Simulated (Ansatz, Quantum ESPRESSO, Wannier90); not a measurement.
# Ballistic channels from Wannier functions: straight Cu chain, spacing 2.14 Å, part 4 of 5

How many channels does the wire offer, and does a small Wannier basis get them right? The wire: straight Cu chain, spacing 2.14 Å.

Quantum ESPRESSO 7.5 and Wannier90 3.1.0; plane-wave DFT, PBE, GBRV ultrasoft pseudopotentials; cross-check by Ansatz 0.2.0 with PAW datasets.

So far. Step 2 (SCF with pw.x): The run needed 26 iterations to bring the estimated error under 1e-07 Ry. Step 6 (Localisation, bands and conductance): Bands and channels are those of the Wannier model: bands that were not projected, and all outside the frozen window, are missing or only approximate.

### 9. Localisation, bands and conductance, with dist_cutoff = 4.71

Level of this step: maximally localised Wannier functions and ballistic conductance; plane-wave DFT, PBE, GBRV ultrasoft pseudopotentials (Wannier90).

A sensitivity test on the input.

File wan_w.win:

```
num_wann = 6
num_bands = 21
num_iter = 200
num_print_cycles = 20
conv_tol = 1e-8
conv_window = 5
guiding_centres = true
dis_num_iter = 1500
dis_conv_tol = 1e-8
dis_win_min = -14.3747
dis_win_max = 5.6253
dis_froz_max = -1.8747
search_shells = 120
fermi_energy = -3.3747

transport = true
transport_mode = bulk
one_dim_axis = z
dist_cutoff = 4.71
dist_cutoff_mode = one_dim
tran_win_min = -4.0
tran_win_max = 2.0
tran_energy_step = 0.02

bands_plot = true
bands_num_points = 96
begin kpoint_path
G 0.0 0.0 0.0 Z 0.0 0.0 0.5
end kpoint_path

begin projections
Cu:s;d
end projections

begin unit_cell_cart
ang
  8.0000000000 0.0000000000 0.0000000000
  0.0000000000 8.0000000000 0.0000000000
  0.0000000000 0.0000000000 2.1390000000
end unit_cell_cart

begin atoms_frac
  Cu 0.0000000000 0.0000000000 0.0000000000
end atoms_frac

mp_grid = 1 1 16
begin kpoints
  0.0 0.0 0.0000000000
  0.0 0.0 0.0625000000
  0.0 0.0 0.1250000000
  0.0 0.0 0.1875000000
  0.0 0.0 0.2500000000
  0.0 0.0 0.3125000000
  0.0 0.0 0.3750000000
  0.0 0.0 0.4375000000
  0.0 0.0 0.5000000000
  0.0 0.0 0.5625000000
  0.0 0.0 0.6250000000
  0.0 0.0 0.6875000000
  0.0 0.0 0.7500000000
  0.0 0.0 0.8125000000
  0.0 0.0 0.8750000000
  0.0 0.0 0.9375000000
end kpoints
```

The run is started by

```
OMP_NUM_THREADS=1 wannier90.x wan_w > wan_w.run.log
```

Log:

```text
[banner, memory and clock lines left out]
+---------------------------------------------------+
             |                                                   |
             |                   WANNIER90                       |
             |                                                   |
             +---------------------------------------------------+
             |                                                   |
             |        Welcome to the Maximally-Localized         |
             |        Generalized Wannier Functions code         |
             |                             |
             |                                                   |
             |                                                   |
             |  Wannier90 Developer Group:                       |
             |    Giovanni Pizzi    (EPFL)                       |
             |    Valerio Vitale    (Cambridge)                  |
             |    David Vanderbilt  (Rutgers University)         |
             |    Nicola Marzari    (EPFL)                       |
             |    Ivo Souza         (Universidad del Pais Vasco) |
             |    Arash A. Mostofi  (Imperial College London)    |
             |    Jonathan R. Yates (University of Oxford)       |
             |                                                   |
             |  For the full list of Wannier90 3.x authors,      |
             |  please check the code documentation and the      |
             |  README on the GitHub page of the code            |
             |                                                   |
             |                                                   |
             |                                                   |
             |  [ref] "Wannier90 as a community code:            |
             |        new features and applications",            |
             |        165902 (2020).                             |
             |            |
             |                                                   |
             |  in any publications arising from the use of      |
             |                                                   |
             |  [ref] "Maximally Localized Generalised Wannier   |
             |         Functions for Composite Energy Bands"     |
             |         N. Marzari and D. Vanderbilt              |
             |         Phys. Rev. B 56 12847 (1997)              |
             |                                                   |
             |  [ref] "Maximally Localized Wannier Functions     |
             |         for Entangled Energy Bands"               |
             |         I. Souza, N. Marzari and D. Vanderbilt    |
             |         Phys. Rev. B 65 035109 (2001)             |
             |                                                   |
             |                                                   |
             | Copyright (c) 1996-2020                           |
             |        The Wannier90 Developer Group and          |
             |        individual contributors                    |
             |                                                   |
             |      Release: 3.1.0        5th March    2020      |
             |                                                   |
             | This program is free software; you can            |
             | redistribute it and/or modify it under the terms  |
             | of the GNU General Public License as published by |
             | the Free Software Foundation; either version 2 of |
             | the License, or (at your option) any later version|
             |                                                   |
             | This program is distributed in the hope that it   |
             | will be useful, but WITHOUT ANY WARRANTY; without |
             | even the implied warranty of MERCHANTABILITY or   |
             | FITNESS FOR A PARTICULAR PURPOSE. See the GNU     |
             | General Public License for more details.          |
             |                                                   |
             | You should have received a copy of the GNU General|
             | Public License along with this program; if not,   |
             | write to the Free Software Foundation, Inc.,      |
             | 675 Mass Ave, Cambridge, MA 02139, USA.           |
             |                                                   |
             +---------------------------------------------------+
             +---------------------------------------------------+

 ******************************************************************************
 * -> Using CODATA 2006 constant values                                       *
 *    (                      *
 * -> Using Bohr value from CODATA                                            *
 ******************************************************************************

 Running in serial (with parallel executable)

                                    ------
                                    SYSTEM
                                    ------

                              Lattice Vectors (Ang)
                    a_1     8.000000   0.000000   0.000000
                    a_2     0.000000   8.000000   0.000000
                    a_3     0.000000   0.000000   2.139000

                   Unit Cell Volume:     136.89600  (Ang^3)

                        Reciprocal-Space Vectors (Ang^-1)
                    b_1     0.785398   0.000000   0.000000
                    b_2     0.000000   0.785398   0.000000
                    b_3     0.000000   0.000000   2.937441

 *----------------------------------------------------------------------------*
 |   Site       Fractional Coordinate          Cartesian Coordinate (Ang)     |
 +----------------------------------------------------------------------------+
 | Cu   1   0.00000   0.00000   0.00000   |    0.00000   0.00000   0.00000    |
 *----------------------------------------------------------------------------*
                                ------------
                                K-POINT GRID
                                ------------

             Grid size =  1 x  1 x 16      Total points =   16

 *---------------------------------- MAIN ------------------------------------*
 |  Number of Wannier Functions               :                 6             |
 |  Number of Objective Wannier Functions     :                 6             |
 |  Number of input Bloch states              :                21             |
 |  Output verbosity (1=low, 5=high)          :                 1             |
[...]
Time to disentangle bands      0.011 (sec)

 Writing checkpoint file wan_w.chk... done

 *------------------------------- WANNIERISE ---------------------------------*
 +--------------------------------------------------------------------+<-- CONV
 | Iter  Delta Spread     RMS Gradient      Spread (Ang^2)      Time  |<-- CONV
 +--------------------------------------------------------------------+<-- CONV

 Initial State
  WF centre and spread    1  ( -0.000000,  0.000000, -1.068085 )    17.63851383
  WF centre and spread    2  (  0.000000, -0.000000, -0.001179 )     0.53142064
  WF centre and spread    3  (  0.000000, -0.000000,  0.000000 )     0.52527672
  WF centre and spread    4  ( -0.000000, -0.000000,  0.000000 )     0.52527672
  WF centre and spread    5  (  0.000000, -0.000000,  0.000000 )     0.38622260
  WF centre and spread    6  ( -0.000000,  0.000000, -0.000000 )     0.38993857
  Sum of centres and spreads (  0.000000, -0.000000, -1.069264 )    19.99664908

      0     0.200E+02     0.0000000000       19.9966490826       0.01  <-- CONV
        O_D=     15.5666124 O_OD=      0.4609135 O_TOT=     19.9966491 <-- SPRD
 Cycle:      1
  WF centre and spread    1  ( -0.000000,  0.000000, -1.057732 )     6.74556428
  WF centre and spread    2  (  0.000000, -0.000000, -0.010540 )     0.52850147
  WF centre and spread    3  (  0.000000, -0.000000,  0.000000 )     0.52527672
  WF centre and spread    4  ( -0.000000, -0.000000,  0.000000 )     0.52527672
  WF centre and spread    5  (  0.000000, -0.000000,  0.000000 )     0.38622260
  WF centre and spread    6  ( -0.000000,  0.000000, -0.000000 )     0.38993857
  Sum of centres and spreads (  0.000000, -0.000000, -1.068271 )     9.10078036

      1    -0.109E+02    15.6476887461        9.1007803578       0.01  <-- CONV
        O_D=      4.6793586 O_OD=      0.4522986 O_TOT=      9.1007804 <-- SPRD
 Delta: O_D= -0.1088725E+02 O_OD= -0.8614889E-02 O_TOT= -0.1089587E+02 <-- DLTA
 Cycle:     20
  WF centre and spread    1  ( -0.000000,  0.000000, -1.068728 )     1.85109612
  WF centre and spread    2  (  0.000000, -0.000000, -0.000740 )     0.52228239
  WF centre and spread    3  (  0.000000, -0.000000,  0.000000 )     0.52527672
  WF centre and spread    4  ( -0.000000, -0.000000,  0.000000 )     0.52527672
[...]
Sum of centres and spreads (  0.000000, -0.000000, -1.069468 )     4.20009313

     20    -0.112E-02     0.1037805754        4.2000931255       0.03  <-- CONV
        O_D=      0.0015226 O_OD=      0.2294473 O_TOT=      4.2000931 <-- SPRD
 Delta: O_D= -0.6782930E-03 O_OD= -0.4454689E-03 O_TOT= -0.1123762E-02 <-- DLTA
 Cycle:     40
[...]
Sum of centres and spreads (  0.000000, -0.000000, -1.069498 )     4.19709514

     40    -0.571E-05     0.0070669645        4.1970951408       0.05  <-- CONV
        O_D=      0.0000009 O_OD=      0.2279711 O_TOT=      4.1970951 <-- SPRD
 Delta: O_D= -0.9028237E-06 O_OD= -0.4811105E-05 O_TOT= -0.5713928E-05 <-- DLTA
 Cycle:     60
[...]
WF centre and spread    5  (  0.000000, -0.000000,  0.000000 )     0.38622260
  WF centre and spread    6  ( -0.000000,  0.000000, -0.000000 )     0.38993857
  Sum of centres and spreads (  0.000000, -0.000000, -1.069500 )     4.19707542

     60    -0.230E-07     0.0003779395        4.1970754216       0.07  <-- CONV
        O_D=      0.0000000 O_OD=      0.2279522 O_TOT=      4.1970754 <-- SPRD
 Delta: O_D=  0.4279837E-08 O_OD= -0.2729494E-07 O_TOT= -0.2301511E-07 <-- DLTA

             <<<     Delta < 1.000E-08  over  5 iterations     >>>
             <<< Wannierisation convergence criteria satisfied >>>

 Final State
  WF centre and spread    1  ( -0.000000,  0.000000, -1.069500 )     1.83231494
  WF centre and spread    2  (  0.000000, -0.000000, -0.000000 )     0.53804572
  WF centre and spread    3  (  0.000000, -0.000000,  0.000000 )     0.52527672
  WF centre and spread    4  ( -0.000000, -0.000000,  0.000000 )     0.52527672
  WF centre and spread    5  (  0.000000, -0.000000,  0.000000 )     0.38622260
  WF centre and spread    6  ( -0.000000,  0.000000, -0.000000 )     0.38993857
  Sum of centres and spreads (  0.000000, -0.000000, -1.069500 )     4.19707527

         Spreads (Ang^2)       Omega I      =     3.969123172
        ================       Omega D      =     0.000000000
                               Omega OD     =     0.227952099
    Final Spread (Ang^2)       Omega Total  =     4.197075272
 Time for wannierise            0.069 (sec)

 Writing checkpoint file wan_w.chk... done

 *---------------------------------------------------------------------------*
 |                               PLOTTING                                    |
 *---------------------------------------------------------------------------*

 Translated centres
    translation centre in fractional coordinate:  0.000000  0.000000  0.000000
  WF centre     1  ( -0.000000,  0.000000, -1.069500 )
  WF centre     2  (  0.000000, -0.000000, -0.000000 )
  WF centre     3  (  0.000000, -0.000000,  0.000000 )
  WF centre     4  ( -0.000000, -0.000000,  0.000000 )
  WF centre     5  (  0.000000, -0.000000,  0.000000 )
  WF centre     6  ( -0.000000,  0.000000, -0.000000 )

 Calculating interpolated band-structure

 Time to calculate interpolated band structure       0.010 (sec)

 Time for plotting              0.017 (sec)

 *---------------------------------------------------------------------------*
 |                              TRANSPORT                                    |
 *---------------------------------------------------------------------------*

 Calculation of Quantum Conductance and DoS: bulk mode

 Maximum imaginary part of the real-space Hamiltonian:     0.050682

     Maximum real part of the real-space Hamiltonian at each lattice point
            Lattice point R           Max |H_ij(R)|
                  -9                     0.000000
                  -8                     0.000000
                  -7                     0.000000
                  -6                     0.000000
                  -5                     0.000000
                  -4                     0.000000
                  -3                     0.000000
                  -2                     0.353825
                  -1                     1.788269
                   0                     4.648278
                   1                     1.788269
                   2                     0.353825
                   3                     0.000000
                   4                     0.000000
                   5                     0.000000
                   6                     0.000000
                   7                     0.000000
                   8                     0.000000
                   9                     0.000000

 Number of unit cells inside the principal layer:     2
 Number of Wannier Functions inside the principal layer:    12

 Calculating quantum conductance and density of states... done

 Time for transport             0.132 (sec)
 Total Execution Time           0.312 (sec)

 *===========================================================================*
 |                             TIMING INFORMATION                            |
 *===========================================================================*
 |    Tag                                                Ncalls      Time (s)|
 |---------------------------------------------------------------------------|
 |kmesh: get                                        :         1         0.031|
 |overlap: allocate                                 :         1         0.000|
 |overlap: read                                     :         1         0.046|
 |dis: main                                         :         1         0.011|
 |wann: main                                        :         1         0.069|
 |plot: main                                        :         1         0.017|
 |tran: main                                        :         1         0.132|
 *---------------------------------------------------------------------------*

 All done: wannier90 exiting
[key lines of the parts left out:]
|  Fermi energy (eV)                         :            -3.375             |
```

Wall time 0.79 s (1 MPI rank of Arm Neoverse N1, shared host); peak memory 0.09 GiB.

The total spread is 4.20 against 4.20 Å². Between −2 and 1.5 eV the channel count differs from the first run's at 3 % of the energies, and at the Fermi level it is 1 against 1. Spreads don't depend on this cutoff; only the transport does.

### 10. Neighbour list from wannier90 -pp, with dis_win_max − E_F = -1.0

One more run, with a changed input.

File wan_bad.win:

```
num_wann = 6
num_bands = 21
num_iter = 200
num_print_cycles = 20
conv_tol = 1e-8
conv_window = 5
guiding_centres = true
dis_num_iter = 1500
dis_conv_tol = 1e-8
dis_win_min = -14.3747
dis_win_max = -4.3747
dis_froz_max = -1.8747
search_shells = 120
fermi_energy = -3.3747

transport = true
transport_mode = bulk
one_dim_axis = z
dist_cutoff = 17.01
dist_cutoff_mode = one_dim
tran_win_min = -4.0
tran_win_max = 2.0
tran_energy_step = 0.02

bands_plot = true
bands_num_points = 96
begin kpoint_path
G 0.0 0.0 0.0 Z 0.0 0.0 0.5
end kpoint_path

begin projections
Cu:s;d
end projections

begin unit_cell_cart
ang
  8.0000000000 0.0000000000 0.0000000000
  0.0000000000 8.0000000000 0.0000000000
  0.0000000000 0.0000000000 2.1390000000
end unit_cell_cart

begin atoms_frac
  Cu 0.0000000000 0.0000000000 0.0000000000
end atoms_frac

mp_grid = 1 1 16
begin kpoints
  0.0 0.0 0.0000000000
  0.0 0.0 0.0625000000
  0.0 0.0 0.1250000000
  0.0 0.0 0.1875000000
  0.0 0.0 0.2500000000
  0.0 0.0 0.3125000000
  0.0 0.0 0.3750000000
  0.0 0.0 0.4375000000
  0.0 0.0 0.5000000000
  0.0 0.0 0.5625000000
  0.0 0.0 0.6250000000
  0.0 0.0 0.6875000000
  0.0 0.0 0.7500000000
  0.0 0.0 0.8125000000
  0.0 0.0 0.8750000000
  0.0 0.0 0.9375000000
end kpoints
```

The run is started by

```
OMP_NUM_THREADS=1 wannier90.x -pp wan_bad > wan_bad.pp.log
```

Wall time 0.51 s (1 MPI rank); peak memory 0.09 GiB.

### 11. Overlaps and projections

The follow-up step for that run.

File wan_bad.p2w.in:

```
&inputpp
  prefix = 'nscf'
  outdir = './out'
  seedname = 'wan_bad'
  write_mmn = .true.
  write_amn = .true.
  write_unk = .false.
/
```

The run is started by

```
OMP_NUM_THREADS=1 mpirun -n 2 pw2wannier90.x -in wan_bad.p2w.in > wan_bad.p2w.out
```

Elapsed: 5.1 s, on 2 MPI ranks; peak memory 0.09 GiB; 10 s of CPU time.

(Continued in part 5 of 5.)

[Logs are printed without paths, hosts, clocks, repeated set-up lines and the standing remarks that a program may print on its own settings, such as how far it seeks lower states.]

[Hosts, paths, dates, database ids (printed as entryN), source tags and the programs' standing remarks are cut or masked in the printed files.]

[Maps of the electrostatic potential energy from Ansatz leave out the sawtooth potential of an applied field or a dipole correction, so their vacuum need not be flat; planar profiles and work functions include it.]
